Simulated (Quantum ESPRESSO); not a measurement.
# How the plane-wave cutoff moves the magnetism of Cobalt

Aim: see how far moments and order energies of Cobalt move with the plane-wave cutoff, and what each rung costs.

Method: PBE; plane waves with GBRV 1.5 PBE potentials, no spin-orbit coupling (settings of the first rung), in Quantum ESPRESSO 7.5.

### 1. The structure

It takes space group P6_3/mmc (No. 194, hexagonal). The conventional cell has a = 2.507 Å, b = 2.507 Å, c = 4.070 Å, α = 90.00°, β = 90.00°, γ = 120.00°. Nearest to Co lie 12 Co at 2.50 to 2.51 Å.

### 2. Rung 1, start ferro ++

pw.in reads:

```
&CONTROL
  calculation = 'scf'
  prefix = 'pwscf'
  outdir = './tmp'
  pseudo_dir = './pseudo'
  disk_io = 'nowf'
  tprnfor = .true.
  tstress = .true.
/
&SYSTEM
  ibrav = 0
  celldm(1) = 8
  nat = 2
  ntyp = 1
  ecutwfc = 18
  ecutrho = 126
  nbnd = 26
  occupations = 'smearing'
  smearing = 'fd'
  degauss = 0.00734986
  nspin = 2
  starting_magnetization(1) = 0.1176
/
&ELECTRONS
  conv_thr = 4d-09
  electron_maxstep = 150
  mixing_beta = 0.3
/
ATOMIC_SPECIES
Co     58.9332 co_pbe_v1.2.uspp.F.UPF
CELL_PARAMETERS alat
   0.5922874106108    0.0000000000000    0.0000000000000
  -0.2961437053054    0.5129359439191    0.0000000000000
   0.0000000000000    0.0000000000000    0.9613745443268
ATOMIC_POSITIONS crystal
Co      0.3333333333    0.6666666667    0.2500000000
Co      0.6666666667    0.3333333333    0.7500000000
K_POINTS automatic
12 12 12 0 0 0
```

The run is started by

```console
$ OMP_NUM_THREADS=1 mpirun -n 2 pw.x -nk 2 -in pw.in > pw.out
```

The log of the run:

```text
Program PWSCF v.7.5 starts

     Message from routine setup:
     using ibrav=0 with symmetry is DISCOURAGED, use correct ibrav instead

     K-points division:     npool     =       2
     Subspace diagonalization in iterative solution of the eigenvalue problem:

     bravais-lattice index     =            0
     lattice parameter (alat)  =       8.0000  a.u.
     unit-cell volume          =     149.5403 (a.u.)^3
     number of atoms/cell      =            2
     number of atomic types    =            1
     number of electrons       =        34.00
     number of Kohn-Sham states=           26
     kinetic-energy cutoff     =      18.0000  Ry
     charge density cutoff     =     126.0000  Ry
     scf convergence threshold =      4.0E-09
     mixing beta               =       0.3000
     number of iterations used =            8  plain     mixing
     Exchange-correlation= SLA  PW   PBE  PBE
                           (   1   4   3   4   0   0   0)

     celldm(1)=   8.000000  celldm(2)=   0.000000  celldm(3)=   0.000000
     celldm(4)=   0.000000  celldm(5)=   0.000000  celldm(6)=   0.000000

     crystal axes: (cart. coord. in units of alat)
               a(1) = (   0.592287   0.000000   0.000000 )
               a(2) = (  -0.296144   0.512936   0.000000 )
               a(3) = (   0.000000   0.000000   0.961375 )

     reciprocal axes: (cart. coord. in units 2 pi/alat)
               b(1) = (  1.688370  0.974781 -0.000000 )
               b(2) = (  0.000000  1.949561  0.000000 )
               b(3) = (  0.000000 -0.000000  1.040177 )

     PseudoPot. # 1 for Co read from file:
     co_pbe_v1.2.uspp.F.UPF
     Pseudo is Ultrasoft + core correction, Zval = 17.0

     atomic species   valence    mass     pseudopotential
     Co               17.00    58.93320     Co( 1.00)

     Starting magnetic structure
     atomic species   magnetization
     Co              0.118

     24 Sym. Ops., with inversion, found (12 have fractional translation)

   Cartesian axes

     site n.     atom                  positions (alat units)
         1        Co     tau(   1) = (  -0.0000000   0.3419573   0.2403436  )
         2        Co     tau(   2) = (   0.2961437   0.1709786   0.7210309  )

     number of k points=   133  Fermi-Dirac smearing, width (Ry)=  0.0073

     Number of k-points >= 100: set verbosity='high' to print them.

     Dense  grid:     3609 G-vectors     FFT dimensions: (  18,  18,  30)

     Smooth grid:     1545 G-vectors     FFT dimensions: (  15,  15,  24)

     Check: negative core charge=   -0.000431
     Generating pointlists ...
     new r_m :   0.2433 (alat units)  1.9467 (a.u.) for type    1

     Initial potential from superposition of free atoms

     starting charge      32.0000, renormalised to      34.0000
     Starting wfcs are   26 randomized atomic wfcs

     Self-consistent Calculation

     iteration #  1     ecut=    18.00 Ry     beta= 0.30
     Davidson diagonalization with overlap
     ethr =  1.00E-02,  avg # of iterations =  4.2

     total energy              =    -585.68879462 Ry
     estimated scf accuracy    <      25.55597552 Ry

     total magnetization       =     1.71 Bohr mag/cell
     absolute magnetization    =     1.73 Bohr mag/cell

     iteration #  2     ecut=    18.00 Ry     beta= 0.30
     Davidson diagonalization with overlap
     ethr =  1.00E-02,  avg # of iterations =  2.0

     total energy              =    -589.96689238 Ry
     estimated scf accuracy    <       0.27292426 Ry

     total magnetization       =     3.25 Bohr mag/cell
     absolute magnetization    =     3.28 Bohr mag/cell

     [... further iterations left out ...]

     iteration # 10     ecut=    18.00 Ry     beta= 0.30
     Davidson diagonalization with overlap
     ethr =  8.11E-10,  avg # of iterations =  1.8

     total energy              =    -589.93399902 Ry
     estimated scf accuracy    <       0.00000008 Ry

     total magnetization       =     3.32 Bohr mag/cell
     absolute magnetization    =     3.40 Bohr mag/cell

     iteration # 11     ecut=    18.00 Ry     beta= 0.30
     Davidson diagonalization with overlap
     ethr =  2.25E-10,  avg # of iterations =  1.9

     Magnetic moment per site  (integrated on atomic sphere of radius R)
     atom   1 (R=0.243)  charge= 15.8338  magn=  1.6739
     atom   2 (R=0.243)  charge= 15.8338  magn=  1.6739

     End of self-consistent calculation

     Number of k-points >= 100: set verbosity='high' to print the bands.

     the Fermi energy is    17.7299 ev

!    total energy              =    -589.93400292 Ry
     estimated scf accuracy    <          2.8E-09 Ry
     smearing contrib. (-TS)   =      -0.00858376 Ry
     internal energy E=F+TS    =    -589.92541916 Ry

     The total energy is F=E-TS. E is the sum of the following terms:
     one-electron contribution =    -295.57650930 Ry
     hartree contribution      =     165.39156982 Ry
     xc contribution           =     -63.48911960 Ry
     ewald contribution        =    -396.25136008 Ry

     total magnetization       =     3.32 Bohr mag/cell
     absolute magnetization    =     3.40 Bohr mag/cell

     convergence has been achieved in  11 iterations

     Forces acting on atoms (cartesian axes, Ry/au):

     atom    1 type  1   force =    -0.00000000   -0.00000000    0.00000000
     atom    2 type  1   force =     0.00000000    0.00000000    0.00000000

     Total force =     0.000000     Total SCF correction =     0.000000

     Computing stress (Cartesian axis) and pressure

          total   stress  (Ry/bohr**3)                   (kbar)     P=   -26632.27
  -0.18061367  -0.00000000   0.00000000       -26569.19       -0.00        0.00
  -0.00000000  -0.18061367   0.00000000           -0.00   -26569.19        0.00
   0.00000000   0.00000000  -0.18190024            0.00        0.00   -26758.45

=------------------------------------------------------------------------------=
   JOB DONE.
=------------------------------------------------------------------------------=
```

The job ended after 19 s (2 MPI ranks of AMD EPYC 7R43, shared host; peak memory 0.15 GiB).

Spin moment in the atom's sphere by atom:

```
atom  spin moment in the atom's sphere (μB)
 Co1                                   1.67
 Co2                                   1.67
```

Read from the output:

```
magnetization : 3.318 μB
final state   : ferromagnetic
```

### 3. Rung 1, start antiferro +-

pw.in: that of step 2 with these lines changed.

```diff
@@ -13,6 +13,6 @@
   nat = 2
-  ntyp = 1
+  ntyp = 2
   ecutwfc = 18
   ecutrho = 126
-  nbnd = 26
+  nbnd = 24
   occupations = 'smearing'
@@ -22,2 +22,3 @@
   starting_magnetization(1) = 0.1176
+  starting_magnetization(2) = -0.1176
 /
@@ -29,3 +30,4 @@
 ATOMIC_SPECIES
-Co     58.9332 co_pbe_v1.2.uspp.F.UPF
+Co1    58.9332 co_pbe_v1.2.uspp.F.UPF
+Co2    58.9332 co_pbe_v1.2.uspp.F.UPF
 CELL_PARAMETERS alat
@@ -35,4 +37,4 @@
 ATOMIC_POSITIONS crystal
-Co      0.3333333333    0.6666666667    0.2500000000
-Co      0.6666666667    0.3333333333    0.7500000000
+Co1     0.3333333333    0.6666666667    0.2500000000
+Co2     0.6666666667    0.3333333333    0.7500000000
 K_POINTS automatic
```

The log of the run:

```text
     [... lines left out ...]
Program PWSCF v.7.5 starts
     [... lines left out ...]
     number of atoms/cell      =            2
     [... lines left out ...]
     number of electrons       =        34.00
     number of Kohn-Sham states=           24
     kinetic-energy cutoff     =      18.0000  Ry
     charge density cutoff     =     126.0000  Ry
     scf convergence threshold =      4.0E-09
     [... lines left out ...]
     12 Sym. Ops. (no inversion) found ( 6 have fractional translation)
     [... lines left out ...]
     number of k points=   133  Fermi-Dirac smearing, width (Ry)=  0.0073
     [... lines left out ...]
     iteration # 15     ecut=    18.00 Ry     beta= 0.30
     [... lines left out ...]
     Magnetic moment per site  (integrated on atomic sphere of radius R)
     atom   1 (R=0.243)  charge= 15.8395  magn=  0.8940
     atom   2 (R=0.243)  charge= 15.8395  magn= -0.8926
     [... lines left out ...]
     the Fermi energy is    17.5614 ev
!    total energy              =    -589.91723981 Ry
     estimated scf accuracy    <          1.8E-09 Ry
     smearing contrib. (-TS)   =      -0.01241356 Ry
     [... lines left out ...]
     total magnetization       =     0.00 Bohr mag/cell
     absolute magnetization    =     1.80 Bohr mag/cell
     convergence has been achieved in  15 iterations
     [... lines left out ...]
     Total force =     0.000000     Total SCF correction =     0.000000
     [... lines left out ...]
          total   stress  (Ry/bohr**3)                   (kbar)     P=   -26527.91
     [... lines left out ...]
```

Run time: 22 s. Hardware: 2 MPI ranks; peak memory 0.15 GiB.

Spin moment in the atom's sphere by atom:

```
atom  spin moment in the atom's sphere (μB)
 Co1                                  0.894
 Co2                                 -0.893
```

Read from the output:

```
magnetization : 0 μB
final state   : antiferromagnetic
```

### 4. Rung 2, start ferro ++

pw.in reads:

```
&CONTROL
  calculation = 'scf'
  prefix = 'pwscf'
  outdir = './tmp'
  pseudo_dir = './pseudo'
  disk_io = 'nowf'
  tprnfor = .true.
  tstress = .true.
/
&SYSTEM
  ibrav = 0
  celldm(1) = 8
  nat = 2
  ntyp = 1
  ecutwfc = 24
  ecutrho = 168
  nbnd = 26
  occupations = 'smearing'
  smearing = 'fd'
  degauss = 0.00734986
  nspin = 2
  starting_magnetization(1) = 0.1176
/
&ELECTRONS
  conv_thr = 4d-09
  electron_maxstep = 150
  mixing_beta = 0.3
/
ATOMIC_SPECIES
Co     58.9332 co_pbe_v1.2.uspp.F.UPF
CELL_PARAMETERS alat
   0.5922874106108    0.0000000000000    0.0000000000000
  -0.2961437053054    0.5129359439191    0.0000000000000
   0.0000000000000    0.0000000000000    0.9613745443268
ATOMIC_POSITIONS crystal
Co      0.3333333333    0.6666666667    0.2500000000
Co      0.6666666667    0.3333333333    0.7500000000
K_POINTS automatic
12 12 12 0 0 0
```

The log of the run:

```text
     [... lines left out ...]
Program PWSCF v.7.5 starts
     [... lines left out ...]
     number of atoms/cell      =            2
     [... lines left out ...]
     number of electrons       =        34.00
     number of Kohn-Sham states=           26
     kinetic-energy cutoff     =      24.0000  Ry
     charge density cutoff     =     168.0000  Ry
     scf convergence threshold =      4.0E-09
     [... lines left out ...]
     24 Sym. Ops., with inversion, found (12 have fractional translation)
     [... lines left out ...]
     number of k points=   133  Fermi-Dirac smearing, width (Ry)=  0.0073
     [... lines left out ...]
     iteration # 12     ecut=    24.00 Ry     beta= 0.30
     [... lines left out ...]
     Magnetic moment per site  (integrated on atomic sphere of radius R)
     atom   1 (R=0.243)  charge= 15.6291  magn=  1.6801
     atom   2 (R=0.243)  charge= 15.6291  magn=  1.6801
     [... lines left out ...]
     the Fermi energy is    17.7870 ev
!    total energy              =    -596.10598986 Ry
     estimated scf accuracy    <          8.9E-11 Ry
     smearing contrib. (-TS)   =      -0.00465695 Ry
     [... lines left out ...]
     total magnetization       =     3.22 Bohr mag/cell
     absolute magnetization    =     3.53 Bohr mag/cell
     convergence has been achieved in  12 iterations
     [... lines left out ...]
     Total force =     0.000000     Total SCF correction =     0.000000
     [... lines left out ...]
          total   stress  (Ry/bohr**3)                   (kbar)     P=    -5039.32
     [... lines left out ...]
```

Run time: 22 s. Hardware: 2 MPI ranks; peak memory 0.16 GiB.

This step gave:

```
magnetization  : 3.223 μB
final state    : ferromagnetic
largest moment : 1.680 μB
```

### 5. Rung 2, start antiferro +-

pw.in: that of step 4 with these lines changed.

```diff
@@ -13,6 +13,6 @@
   nat = 2
-  ntyp = 1
+  ntyp = 2
   ecutwfc = 24
   ecutrho = 168
-  nbnd = 26
+  nbnd = 24
   occupations = 'smearing'
@@ -22,2 +22,3 @@
   starting_magnetization(1) = 0.1176
+  starting_magnetization(2) = -0.1176
 /
@@ -29,3 +30,4 @@
 ATOMIC_SPECIES
-Co     58.9332 co_pbe_v1.2.uspp.F.UPF
+Co1    58.9332 co_pbe_v1.2.uspp.F.UPF
+Co2    58.9332 co_pbe_v1.2.uspp.F.UPF
 CELL_PARAMETERS alat
@@ -35,4 +37,4 @@
 ATOMIC_POSITIONS crystal
-Co      0.3333333333    0.6666666667    0.2500000000
-Co      0.6666666667    0.3333333333    0.7500000000
+Co1     0.3333333333    0.6666666667    0.2500000000
+Co2     0.6666666667    0.3333333333    0.7500000000
 K_POINTS automatic
```

The log of the run:

```text
     [... lines left out ...]
Program PWSCF v.7.5 starts
     [... lines left out ...]
     number of atoms/cell      =            2
     [... lines left out ...]
     number of electrons       =        34.00
     number of Kohn-Sham states=           24
     kinetic-energy cutoff     =      24.0000  Ry
     charge density cutoff     =     168.0000  Ry
     scf convergence threshold =      4.0E-09
     [... lines left out ...]
     12 Sym. Ops. (no inversion) found ( 6 have fractional translation)
     [... lines left out ...]
     number of k points=   133  Fermi-Dirac smearing, width (Ry)=  0.0073
     [... lines left out ...]
     iteration # 23     ecut=    24.00 Ry     beta= 0.30
     [... lines left out ...]
     Magnetic moment per site  (integrated on atomic sphere of radius R)
     atom   1 (R=0.243)  charge= 15.6309  magn=  0.6262
     atom   2 (R=0.243)  charge= 15.6309  magn= -0.6260
     [... lines left out ...]
     the Fermi energy is    17.7311 ev
!    total energy              =    -596.07944465 Ry
     estimated scf accuracy    <          3.2E-10 Ry
     smearing contrib. (-TS)   =      -0.01199202 Ry
     [... lines left out ...]
     total magnetization       =     0.00 Bohr mag/cell
     absolute magnetization    =     1.28 Bohr mag/cell
     convergence has been achieved in  23 iterations
     [... lines left out ...]
     Total force =     0.000000     Total SCF correction =     0.000000
     [... lines left out ...]
          total   stress  (Ry/bohr**3)                   (kbar)     P=    -5074.85
     [... lines left out ...]
```

Elapsed: 28 s, on 2 MPI ranks; peak memory 0.16 GiB; 55 s of CPU time.

Numbers from this step:

```
magnetization  : 0 μB
final state    : antiferromagnetic
largest moment : 0.6262 μB
```

### 6. Rung 3, start ferro ++

pw.in reads:

```
&CONTROL
  calculation = 'scf'
  prefix = 'pwscf'
  outdir = './tmp'
  pseudo_dir = './pseudo'
  disk_io = 'nowf'
  tprnfor = .true.
  tstress = .true.
/
&SYSTEM
  ibrav = 0
  celldm(1) = 8
  nat = 2
  ntyp = 1
  ecutwfc = 32
  ecutrho = 224
  nbnd = 26
  occupations = 'smearing'
  smearing = 'fd'
  degauss = 0.00734986
  nspin = 2
  starting_magnetization(1) = 0.1176
/
&ELECTRONS
  conv_thr = 4d-09
  electron_maxstep = 150
  mixing_beta = 0.3
/
ATOMIC_SPECIES
Co     58.9332 co_pbe_v1.2.uspp.F.UPF
CELL_PARAMETERS alat
   0.5922874106108    0.0000000000000    0.0000000000000
  -0.2961437053054    0.5129359439191    0.0000000000000
   0.0000000000000    0.0000000000000    0.9613745443268
ATOMIC_POSITIONS crystal
Co      0.3333333333    0.6666666667    0.2500000000
Co      0.6666666667    0.3333333333    0.7500000000
K_POINTS automatic
12 12 12 0 0 0
```

The log of the run:

```text
     [... lines left out ...]
Program PWSCF v.7.5 starts
     [... lines left out ...]
     number of atoms/cell      =            2
     [... lines left out ...]
     number of electrons       =        34.00
     number of Kohn-Sham states=           26
     kinetic-energy cutoff     =      32.0000  Ry
     charge density cutoff     =     224.0000  Ry
     scf convergence threshold =      4.0E-09
     [... lines left out ...]
     24 Sym. Ops., with inversion, found (12 have fractional translation)
     [... lines left out ...]
     number of k points=   133  Fermi-Dirac smearing, width (Ry)=  0.0073
     [... lines left out ...]
     iteration # 11     ecut=    32.00 Ry     beta= 0.30
     [... lines left out ...]
     Magnetic moment per site  (integrated on atomic sphere of radius R)
     atom   1 (R=0.243)  charge= 15.6093  magn=  1.7657
     atom   2 (R=0.243)  charge= 15.6093  magn=  1.7657
     [... lines left out ...]
     the Fermi energy is    18.0160 ev
!    total energy              =    -596.94809588 Ry
     estimated scf accuracy    <          8.2E-10 Ry
     smearing contrib. (-TS)   =      -0.00453227 Ry
     [... lines left out ...]
     total magnetization       =     3.37 Bohr mag/cell
     absolute magnetization    =     3.73 Bohr mag/cell
     convergence has been achieved in  11 iterations
     [... lines left out ...]
     Total force =     0.000000     Total SCF correction =     0.000000
     [... lines left out ...]
          total   stress  (Ry/bohr**3)                   (kbar)     P=     -380.44
     [... lines left out ...]
```

The job ended after 37 s (2 MPI ranks; peak memory 0.2 GiB; 72 s of CPU time).

Read from the output:

```
magnetization  : 3.369 μB
final state    : ferromagnetic
largest moment : 1.766 μB
```

### 7. Rung 3, start antiferro +-

pw.in: that of step 6 with these lines changed.

```diff
@@ -13,6 +13,6 @@
   nat = 2
-  ntyp = 1
+  ntyp = 2
   ecutwfc = 32
   ecutrho = 224
-  nbnd = 26
+  nbnd = 24
   occupations = 'smearing'
@@ -22,2 +22,3 @@
   starting_magnetization(1) = 0.1176
+  starting_magnetization(2) = -0.1176
 /
@@ -29,3 +30,4 @@
 ATOMIC_SPECIES
-Co     58.9332 co_pbe_v1.2.uspp.F.UPF
+Co1    58.9332 co_pbe_v1.2.uspp.F.UPF
+Co2    58.9332 co_pbe_v1.2.uspp.F.UPF
 CELL_PARAMETERS alat
@@ -35,4 +37,4 @@
 ATOMIC_POSITIONS crystal
-Co      0.3333333333    0.6666666667    0.2500000000
-Co      0.6666666667    0.3333333333    0.7500000000
+Co1     0.3333333333    0.6666666667    0.2500000000
+Co2     0.6666666667    0.3333333333    0.7500000000
 K_POINTS automatic
```

The log of the run:

```text
     [... lines left out ...]
Program PWSCF v.7.5 starts
     [... lines left out ...]
     number of atoms/cell      =            2
     [... lines left out ...]
     number of electrons       =        34.00
     number of Kohn-Sham states=           24
     kinetic-energy cutoff     =      32.0000  Ry
     charge density cutoff     =     224.0000  Ry
     scf convergence threshold =      4.0E-09
     [... lines left out ...]
     12 Sym. Ops. (no inversion) found ( 6 have fractional translation)
     [... lines left out ...]
     number of k points=   133  Fermi-Dirac smearing, width (Ry)=  0.0073
     [... lines left out ...]
     iteration # 18     ecut=    32.00 Ry     beta= 0.30
     [... lines left out ...]
     Magnetic moment per site  (integrated on atomic sphere of radius R)
     atom   1 (R=0.243)  charge= 15.6119  magn=  1.1809
     atom   2 (R=0.243)  charge= 15.6118  magn= -1.1829
     [... lines left out ...]
     the Fermi energy is    17.9970 ev
!    total energy              =    -596.91233900 Ry
     estimated scf accuracy    <          3.1E-09 Ry
     smearing contrib. (-TS)   =      -0.01160694 Ry
     [... lines left out ...]
     total magnetization       =    -0.00 Bohr mag/cell
     absolute magnetization    =     2.42 Bohr mag/cell
     convergence has been achieved in  18 iterations
     [... lines left out ...]
     Total force =     0.000000     Total SCF correction =     0.000000
     [... lines left out ...]
          total   stress  (Ry/bohr**3)                   (kbar)     P=     -428.24
     [... lines left out ...]
```

Run time: 47 s. Hardware: 2 MPI ranks; peak memory 0.2 GiB; 93 s of CPU time.

Read from the output:

| Item | Value |
| --- | --- |
| magnetization | 0 μB |
| final state | antiferromagnetic |
| largest moment | 1.183 μB |

[end of part 1 of 2]

[Long decimals in the printed logs are rounded to 6 places.]

[Logs and program files are shortened in this print: banners, set-up blocks, solver, clock and traceback lines can be left out without a mark of their own.]

[Logs are printed without paths, hosts, clocks, repeated set-up lines and the standing remarks that a program may print on its own settings, such as how far it seeks lower states.]

[Hosts, paths, dates, database ids (printed as entryN), source tags and the programs' standing remarks are cut or masked in the printed files.]

[Where the starting crystal was built by hand or by swapping elements, it need not be the compound's stable phase.]

[Where a cell is said to come from a database of computed structures, the database is the Materials Project.]

[Lattice constants that a cell's source calls measured were typed from memory.]
